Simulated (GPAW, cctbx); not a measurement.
# What do these deviations say about the bonding?

(SrO)2(LiCl)2, P4/nmm (no. 129, origin choice 1), a = 3.6278 Å, b = 3.6278 Å, c = 11.3003 Å, α = 90.00°, β = 90.00°, γ = 90.00°.

| atom | mult. | x | y | z |
| --- | --- | --- | --- | --- |
| Sr1 | 2 | 1/2 | 0 | 0.8865 |
| Cl1 | 2 | 0 | 1/2 | 0.3642 |
| O1 | 2 | 0 | 1/2 | 0.8814 |
| Li1 | 2 | 1/2 | 0 | 0.3113 |

The cell is a (SrO)2(LiCl)2 superlattice along [001] of the rock-salt type, started at the mean lattice constant and relaxed freely, with no substrate.

Absolute values of the static structure factors of the conventional cell from DFT (PBE, GPAW) against free spherical atoms, in electrons:

```
hkl   d (Å)  free atoms  crystal
001  11.300       43.69    43.89
002   5.650        3.72     3.62
003   3.767       16.50    16.82
101   3.454       50.78    50.52
102   3.053       26.64    25.65
004   2.825       95.61    96.79
103   2.613       57.04    56.65
110   2.565       99.58   100.64
111   2.502       36.47    37.02
112   2.336        3.71     3.67
```

**Question.** Which way does charge move, and which reflections show it best?

Project each element's phase sum on the total phase. |F| rises if density moves to atoms that scatter in phase and falls if it moves to atoms that scatter against it; the rule is for low angles, since changes of shape take over beyond. Where all elements are in phase the terms compete, and the compactness of the donor's and the acceptor's density matters too.

| hkl | Sr in phase | Cl in phase | O in phase | Li in phase | change (e) | (%) |
| --- | --- | --- | --- | --- | --- | --- |
| 001 | +1.5 | -1.3 | +1.5 | -0.8 | +0.21 | +0.5 |
| 002 | +0.3 | -0.3 | +0.2 | -1.4 | -0.11 | -2.9 |
| 003 | +1.1 | -1.7 | +1.2 | -1.8 | +0.32 | +1.9 |
| 101 | +1.3 | +1.5 | -1.4 | -1.9 | -0.26 | -0.5 |
| 102 | +2.0 | -2.0 | -2.0 | +1.4 | -0.99 | -3.7 |
| 004 | +1.9 | +1.9 | +2.0 | -0.1 | +1.18 | +1.2 |
| 103 | +1.7 | +1.1 | -1.6 | +0.8 | -0.39 | -0.7 |
| 110 | +2.0 | +2.0 | +2.0 | +2.0 | +1.06 | +1.1 |

Low-angle reflections that set elements apart and change by more than 0.05 e: 001, 002, 003, 101, 102, 004 and 103. The signs fit a gain of density on Cl and O and a loss on Sr and Li, apart from 002. The best witness is 102, -3.7 %, where O enters with -2.0. The real-space density agrees: Voronoi charges Sr +0.33, Cl -0.14, O -0.43, Li +0.24 e. The shortest bond, O–Li, has Δρ = +0.06 e/Å³ at its midpoint, which with the charge transfer marks a mainly ionic contact.

[Outputs are excerpts: Python notices, other lines and further rows are left out; steps that failed or that the build refused (PBEsol, TPSS) are not shown.]

[Logs are printed without paths, hosts, clocks, repeated set-up lines and the standing remarks that a program may print on its own settings, such as how far it seeks lower states.]
